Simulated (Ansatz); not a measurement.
## Lattice dynamics of NiO2 monolayer (1T)

Wanted: vibrations and spectra of NiO2 monolayer (1T); the cell is already relaxed. After the zone centre comes a 6×6×1 q mesh on a 12×12×1 k mesh.

Main program and level: Ansatz 0.2.0; DFT PBEsol, scalar-relativistic, plane waves, PAW; PAW set soft_1.

## Step 1: The structure

The cell holds 3 atoms: 1 Ni and 2 O. Cell: a = 2.784 Å, b = 2.784 Å, c = 28.308 Å, α = 90.0°, β = 90.0°, γ = 120.0°. It derives from NiO2. Vacuum lies along c.

## Step 2: Linear response at the zone centre

The cell comes from relaxations at this level that are not shown. The zone centre comes first: it holds the modes that light can see, as far as symmetry allows. The response to a homogeneous field gives the Born charges and the dielectric tensor, and its change with displacement the Raman tensors.

File input.yaml:

```yaml
crystal:
  lattice:
    - [2.783506459, 0.0, 0.0]
    - [-1.3917532295, 2.4105873051, 0.0]
    - [0.0, 0.0, 28.308]
  atoms:
    - { symbol: Ni, position: [0.0, 0.0, 0.3532570298] }
    - { symbol: O, position: [0.3333333333, 0.6666666667, 0.3862285561] }
    - { symbol: O, position: [0.6666666667, 0.3333333333, 0.3202855036] }
  periodic: [true, true, false]
kpoints:
  mp_grid: { grid: [12, 12, 1] }
hamiltonian:
  xc: pbesol
  pseudopotentials: { kind: paw, azcp: { folder: soft_1 }, xc_functional: pbe }
scf:
  occupations: { method: fixed }
output:
  eigenvalues: true
phonons:
  method: dfpt
  dielectric: true
  raman: true
```

Run with:

```sh
> ansatz run input.yaml --threads 8 --pin off --max-ram 16384MiB --backend cpu --events-out ev --progress --plain --runs-dir out
```

Numbers of over 12 decimals in the logs are rounded to 6 here.

Log:

```text
Warning: phonons.dielectric: true without phonons.rigid_motions: the static dielectric tensor ε⁰ will be withheld (ε∞, Z* and the rows of modes are given); for a crystal or a slab, whose only rigid motions are the translations, set phonons.rigid_motions: translations
Warning: crystal.symmetry: narrowed to the stabiliser of the run's FFT grids — unitary ops 12 → 6. A phonons.method: dfpt run fills in the rows of the dynamical matrix that it does not solve by its symmetry operations, which is exact only for operations that map its FFT grids onto themselves: filled in by any other, the frequencies could depend on the order in which like atoms are typed, or, by more than the grids' own error, on where the crystal sits among the grids' points. Excluded: 6 operations. The run can therefore solve more perturbations, solve them on more k-points, or both, and cost more. [rest of the remark cut]
Engine: ansatz 0.2.0, aarch64-unknown-linux-gnu
Pseudopotentials: kind: paw
Pseudopotential: Ni, paw, valence charge 18, recommended cutoff 420 eV (normal), soft_1/Ni.paw.azcp
Pseudopotential: O, paw, valence charge 6, recommended cutoff 420 eV (normal), soft_1/O.paw.azcp
Functional definition: PBEsol
  exchange = pbesol_x
  correlation = pbesol_c
Crystal: 3 atoms, lattice volume = 189.943 Å³
Basis set: ecut = 420 eV, 3755 PW (Γ), exchange–correlation on 40×40×384 points (8 copies of the dense FFT grid, shifted against one another)
Bands: 19, of which v1, the nominal top of the filled ones, is band 15 counted from 1 (14 counted from 0)
Symmetry: 12 space group operations
k-points: 43 of 144 (irreducible under 2 space group operations, time reversal used)
Non-local potential: Ni, projectors of the file, l = 0: 3, l = 1: 2, l = 2: 3, l = 3: 1
Non-local potential: O, projectors of the file, l = 0: 2, l = 1: 2, l = 2: 1
PAW form: soft (Blöchl's): semilocal exchange-correlation on the pseudo side does not see the compensation charge
PAW frozen core: Ni, regenerated for the run's functional, and the local potential with it (the file was generated under x = pbe(κ = 0.804, μ = 0.219515), c = pbe(β = 0.066725))
PAW frozen core: O, regenerated for the run's functional, and the local potential with it (the file was generated under x = pbe(κ = 0.804, μ = 0.219515), c = pbe(β = 0.066725))
PAW one-centre angular grid: Ni, 590 points (default); XC on 64 Gauss nodes
PAW one-centre angular grid: O, 110 points (default); XC on 64 Gauss nodes
Initial density: superposition of atomic densities (neutral atoms: chi_scale 0, normalization atom)
Initial wavefunctions: pseudopotential atomic-orbital guess
Functional: x = pbesol(κ = 0.804, μ = 0.123457), c = pbesol(β = 0.046)
SCF iter   1: F=—  HF=-6925.277097 eV  |F-HF|=—  |Δ(HF+E_count)|=         —  Δρ=8.93e-2  dr2=1.06e1  ethr=3.10e-3  ⟨swp⟩=6.4  Hψ=4286  notcnv=0  defer=86
preconditioner: auto → Resta (q_TF=auto, 2.006 Å⁻¹)  ε∞=2.0  [insulator: Δε(μ)=1.416 eV  Ē_g=12.635 eV  n_scr=18 (ndim 8)  ℏωp=12.6 eV  f_vac=0.822  ε∞_Penn≈2.0  vacuum switching on, ρ_ref=1.2e-2 e/Å³]
SCF iter   2: F=—  HF=-6930.239531 eV  |F-HF|=—  |Δ(HF+E_count)|=    4.96e0  Δρ=1.89e-1  dr2=4.79e1  ethr=3.10e-3  ⟨swp⟩=5.3  Hψ=2888  notcnv=0  defer=86  recentre
SCF iter   3: F=—  HF=-6924.003266 eV  |F-HF|=—  |Δ(HF+E_count)|=    6.24e0  Δρ=3.13e-2  dr2=1.01e0  ethr=3.10e-3  ⟨swp⟩=4.9  Hψ=2612  notcnv=0  defer=86
SCF iter   4: F=—  HF=-6923.841424 eV  |F-HF|=—  |Δ(HF+E_count)|=   1.62e-1  Δρ=5.72e-3  dr2=2.46e-2  ethr=3.10e-3  ⟨swp⟩=2.5  Hψ=1396  notcnv=0  defer=86
SCF iter   5: F=—  HF=-6923.842126 eV  |F-HF|=—  |Δ(HF+E_count)|=   7.02e-4  Δρ=2.80e-3  dr2=9.86e-3  ethr=8.19e-5  ⟨swp⟩=3.1  Hψ=2033  notcnv=0  defer=86
SCF iter   6: F=—  HF=-6923.841602 eV  |F-HF|=—  |Δ(HF+E_count)|=   5.24e-4  Δρ=5.74e-4  dr2=4.52e-4  ethr=3.29e-5  ⟨swp⟩=3.1  Hψ=1446  notcnv=0  defer=86
SCF iter   7: F=—  HF=-6923.841694 eV  |F-HF|=—  |Δ(HF+E_count)|=   9.15e-5  Δρ=1.77e-4  dr2=3.17e-5  ethr=1.51e-6  ⟨swp⟩=3.3  Hψ=1779  notcnv=0  defer=86
SCF iter   8: F=—  HF=-6923.841721 eV  |F-HF|=—  |Δ(HF+E_count)|=   2.72e-5  Δρ=5.43e-5  dr2=4.06e-6  ethr=1.06e-7  ⟨swp⟩=3.1  Hψ=1643  notcnv=0  defer=86
SCF iter   9: F=—  HF=-6923.841724 eV  |F-HF|=—  |Δ(HF+E_count)|=   2.86e-6  Δρ=3.29e-5  dr2=1.48e-6  ethr=1.35e-8  ⟨swp⟩=2.0  Hψ=1254  notcnv=0  defer=86
SCF iter  10: F=—  HF=-6923.841797 eV  |F-HF|=—  |Δ(HF+E_count)|=   7.32e-5  Δρ=2.96e-6  dr2=9.35e-9  ethr=4.93e-9  ⟨swp⟩=2.3  Hψ=1319  notcnv=0  defer=86
[...]
SCF iter  12: F=—  HF=-6923.841797 eV  |F-HF|=—  |Δ(HF+E_count)|=  2.41e-10  Δρ=2.67e-7  dr2=1.05e-10  ethr=3.43e-12  ⟨swp⟩=2.8  Hψ=1506  notcnv=0  defer=86
SCF iter  13: F=-6923.841797 eV  HF=-6923.841797 eV  |F-HF|=4.64e-11  |Δ(HF+E_count)|=  4.91e-11  Δρ=7.91e-8  dr2=7.94e-12  ethr=1.00e-12  ⟨swp⟩=21.0  Hψ=7837  notcnv=0
SCF 1 converged in 13 iterations: F = -6923.841797 eV  dr2 = 7.94e-12
  greatest PAW one-centre occupation: 1.000 electrons in one spin orbital (limit 2), on the Ni atom at site 0 (counted from 0), in its partial waves of l = 0
DFPT response loops at Γ: preconditioner auto → none (the input reference at scf.mixing.eps_inf says where Resta's filter doesn't serve); β = 0.50; Broyden in place of MSR1
── the response to a field inside a basis, on 18×18×2 k-points: an SCF that follows is theirs, and a resumed run solves both again ──
Bands: 16, of which v1, the nominal top of the filled ones, is band 15 counted from 1 (14 counted from 0)
k-points: 171 of 648 (irreducible under 2 space group operations, time reversal used)
Initial density: handed on by an earlier stage of this run
Initial wavefunctions: pseudopotential atomic-orbital guess (no wavefunctions were taken with the density)
Eigensolver: Dense (171 Hₖ)
SCF iter   1: F=—  HF=-6923.834210 eV  |F-HF|=—  |Δ(HF+E_count)|=         —  Δρ=1.92e-4  dr2=1.77e-5  ethr=1.00e-1
preconditioner: auto → Resta (q_TF=auto, 2.006 Å⁻¹)  ε∞=4.0  [insulator: Δε(μ)=1.296 eV  Ē_g=7.320 eV  n_scr=18 (ndim 8)  ℏωp=12.6 eV  f_vac=0.832  ε∞_Penn≈4.0  vacuum switching on, ρ_ref=3.9e-3 e/Å³]
SCF iter   2: F=—  HF=-6923.834216 eV  |F-HF|=—  |Δ(HF+E_count)|=   6.19e-6  Δρ=2.30e-4  dr2=5.91e-5  ethr=5.91e-8
SCF iter   3: F=—  HF=-6923.834248 eV  |F-HF|=—  |Δ(HF+E_count)|=   3.21e-5  Δρ=4.74e-4  dr2=3.02e-4  ethr=5.91e-8  recentre
SCF iter   4: F=—  HF=-6923.834213 eV  |F-HF|=—  |Δ(HF+E_count)|=   3.51e-5  Δρ=1.07e-5  dr2=1.99e-7  ethr=5.91e-8
SCF iter   5: F=—  HF=-6923.834213 eV  |F-HF|=—  |Δ(HF+E_count)|=   5.12e-8  Δρ=8.77e-6  dr2=1.25e-7  ethr=6.65e-10
SCF iter   6: F=—  HF=-6923.834213 eV  |F-HF|=—  |Δ(HF+E_count)|=   2.85e-9  Δρ=1.70e-6  dr2=3.73e-9  ethr=4.18e-10
SCF iter   7: F=—  HF=-6923.834213 eV  |F-HF|=—  |Δ(HF+E_count)|=   5.08e-9  Δρ=2.60e-7  dr2=2.08e-10  ethr=1.24e-11
SCF iter   8: F=-6923.834213 eV  HF=-6923.834213 eV  |F-HF|=5.18e-11  |Δ(HF+E_count)|=   1.20e-9  Δρ=2.01e-7  dr2=6.23e-11  ethr=1.00e-12
SCF 1 converged in 8 iterations: F = -6923.834213 eV  dr2 = 6.23e-11
DFPT response loops at Γ: mixed as the last ones told, above
DFPT response loops at Γ: mixed as the last ones told, above
SCF converged after 13 iterations
Free energy (F): -6923.841797 eV
Harris-Foulkes:  -6923.841797 eV  (|F-HF|=4.64e-11)
Internal energy: -6923.841797 eV  (E = F + TS)
E sigma→0 (E₀):  -6923.841797 eV
Fermi energy:    -8.053326 eV
--- Per-component energies (eV) ---
  E_band       = -960.227518
  E_kinetic    = 668.380149
  E_local      = -79666.090907  (includes V_loc(G=0)·N_el)
  E_nonlocal   = -14.199734
  E_hartree    = 39519.090676
  E_xc         = -252.409617
  E_vxc        = -325.219562  (∫ρ·V_xc dr)
  E_paw        = -1923.521477  (= ΣΔE_a)
  E_vpaw       = -661.280637  (= ΣTr[D̂ρ^β])
  E_aug_tail   = 0.002203  (compensation charges beyond the density's cutoff)
  E_ewald      = 34744.639044
  E_core_change = 0.267865  (= ΣΔE_core)
  E_smearing   = -0.000000  (= −TS)
  E_closure    = -0.000000  (closes the sum)
  Σ components = -6923.841797   (vs F -6923.841797, Δ=0.00e0)
--- Band table (eV; the first three rows and the last of 43) ---
  k-point 0: bands = [... 11 lower, -9.3853, -9.0460, -9.0460, -8.1248, -5.5946, -5.5946, -0.6929, -0.2641]
  k-point 1: bands = [... 11 lower, -9.2445, -9.1409, -8.8936, -8.0646, -5.8370, -5.6515, -0.4655, -0.0923]
  k-point 2: bands = [... 11 lower, -9.3367, -8.8412, -8.7102, -8.0736, -6.3868, -5.7686, 0.1526, 0.4146]
  k-point 42: bands = [... 11 lower, -10.1451, -9.4873, -9.0527, -8.3576, -6.3991, -6.3248, 4.0787, 4.1435]
--- Phonons (Γ-DFPT): 6 representative perturbations + reference, on 43 of 144 k-points (Σ response iterations 32) ---
  ASR residual: 1.496e-4 → 0.000e0 eV/Å²; symmetrization residual: 3.635e-6 eV/Å²
  The last average, over the group as it would stand without the narrowing to the FFT grids, took up to 9.902e-7 eV/Å² of the zone centre's force constants
  ASR residual per site (eV/Å²): 1.50e-4 8.30e-6 4.72e-6
  Γ frequencies (cm⁻¹): 0.00 0.00 0.00 496.66 496.66 571.47 578.94 578.94 659.35
  ε∞ (high-frequency dielectric tensor):
        3.187464    -0.000000     0.000000
       -0.000000     3.187464     0.000000
        0.000000     0.000000     1.107265
  α∞ (the layer's polarisability for a field applied outside it; Å, Gaussian; ε∞ is over the cell's 28.308 Å):
        4.927654    -0.000000     0.000000
       -0.000000     4.927654     0.000000
        0.000000     0.000000     0.241634
  ε⁰ (static dielectric tensor): not given — the deck does not say what the cell's rigid motions are, and on a molecule in a box or a wire the rigid rotations would enter the sum over the modes at Γ. For a crystal or a slab, whose only rigid motions are the translations, set phonons.rigid_motions: translations.
  Born effective charges Z* (e; rows j = field, columns β = displacement):
    site 0:
         3.68580    0.00000    0.00000
         0.00000    3.68580    0.00000
         0.00000    0.00000    0.19038
    site 1:
        -1.84290   -0.00000    0.00000
        -0.00000   -1.84290   -0.00000
        -0.00000   -0.00000   -0.09519
    site 2:
        -1.84290   -0.00000   -0.00000
        -0.00000   -1.84290   -0.00000
        -0.00000   -0.00000   -0.09519
  Z* charge neutrality: 9.392e-4 e pre-enforcement
  solved inside a basis spanned on kpoints, on 18×18×2 k-points: ε∞ is read to err by 9.2e-3, Z* by 2.2e-2 e (field_mesh: kpoints solves on kpoints); Z* is corrected for what the basis lacks
  Raman tensors (in the event stream and the table raman_tensors.tsv): an entry may err by 1.1e-1 Å², one of the second-order susceptibility by 1.8e-19 pm/V (basis, points and sum rule); their sum over the sites missed zero by 8.882e-16 Å² ahead of its enforcement
  optical modes at Γ without the LO–TO term, one row a degenerate level:
      ω (cm⁻¹)  modes    IR ((D/Å)²/amu)  static Raman (Å⁴/amu)  depolarisation
        496.66      2             0.0000               330.3784           0.750
        571.47      1             0.0000               103.0898           0.099
        578.94      2            30.2698                 0.0000               —
        659.35      1             0.0404                 0.0000               —
```

The job ended after 3 min (8 threads of Arm Neoverse V2, shared host; peak memory 2.9 GiB).

The column dr2 measures how far the density is from self-consistency, as an energy; F and HF (Harris–Foulkes) agree once it is small.

This run has no spin polarisation, although Ni can carry a moment.

Numbers from this step:

* gap on the k-mesh: 1.303 eV
* sum-rule residual before enforcement: 1.50e-4 eV/Å²
* miss of the charge sum rule: 9.39e-4 e
* estimated error of the dielectric tensor: 0.009178
* estimated error of the Born charges: 0.02188 e
* point group: -3m
* area per atom: 2.237 Å²
* highest optical mode at the zone centre (no LO-TO term): 659.4 cm⁻¹
* lowest optical zone-centre mode: 496.7 cm⁻¹
* largest Born charge (third of the trace): 2.521 e

Without the LO-TO term. Patterns of degenerate modes are one choice out of their space. The modes at Γ (shares of kinetic energy by element, %):

```csv
mode,frequency (cm⁻¹),symmetry,Ni %,O %
1,0.0,acoustic,65,35
2,0.0,acoustic,65,35
3,0.0,acoustic,65,35
4,496.7,Eg,0,100
5,496.7,Eg,0,100
6,571.5,A1g,0,100
7,578.9,Eu,35,65
8,578.9,Eu,35,65
9,659.4,A2u,35,65
```

Displacements in mode 4 (496.7 cm⁻¹), the largest set to 1:
```
Ni1  0.00  0.00  0.00
O2  -0.29 -1.00  0.00
O3   0.29  1.00  0.00
```

Displacements in mode 7 (578.9 cm⁻¹), the largest set to 1:
```
Ni1  0.00  0.55  0.00
O2   0.00 -1.00  0.00
O3   0.00 -1.00  0.00
```

High-frequency dielectric tensor, averaged over the cell of height 28.3 Å or as lengthened by the program, vacuum included. Tensor:

```csv
,x,y,z
x,3.188,0,0
y,0,3.188,0
z,0,0,1.107
```

Born charge (rows field, columns displacement) (e), principal values of the symmetric part by kind of site:

```csv
atom,atoms with these values,low,middle,high,mean
Ni1,1,0.19,3.69,3.69,2.52
O2,2,-1.84,-1.84,-0.10,-1.26
```

In full for O2:

```
-1.84  0.00  0.00
 0.00 -1.84  0.00
 0.00  0.00 -0.10
```

Transverse modes. Lines of the infrared spectrum (strongest = 100):

```csv
position (cm⁻¹),label,relative intensity
497,Eg,0.0
572,A1g,0.0
579,Eu,100
659,A2u,0.1
```

Activity x (w_L - w)^4 (n + 1)/w, 532 nm, 300 K; the tensors are static ones, while 532 nm light lies above the computed direct gap, where resonance would change the heights. Raman lines, with heights relative to the strongest:

```csv
position (cm⁻¹),label,relative intensity
497,Eg,100
572,A1g,26
579,Eu,0.0
659,A2u,0.0
```

Before it was imposed, the acoustic sum rule was missed by 1.5e-4 eV/Å² and the charge sum rule by 9.4e-4 e. Small misses are needed for a sound result but don't prove that mesh and cutoff are converged. The lowest optical mode is real, 497 cm⁻¹.

(Continued in part 2 of 2.)

[Logs are printed without paths, hosts, clocks, repeated set-up lines and the standing remarks that a program may print on its own settings, such as how far it seeks lower states.]

[Hosts, paths, dates, database ids (printed as entryN), source tags and the programs' standing remarks are cut or masked in the printed files.]
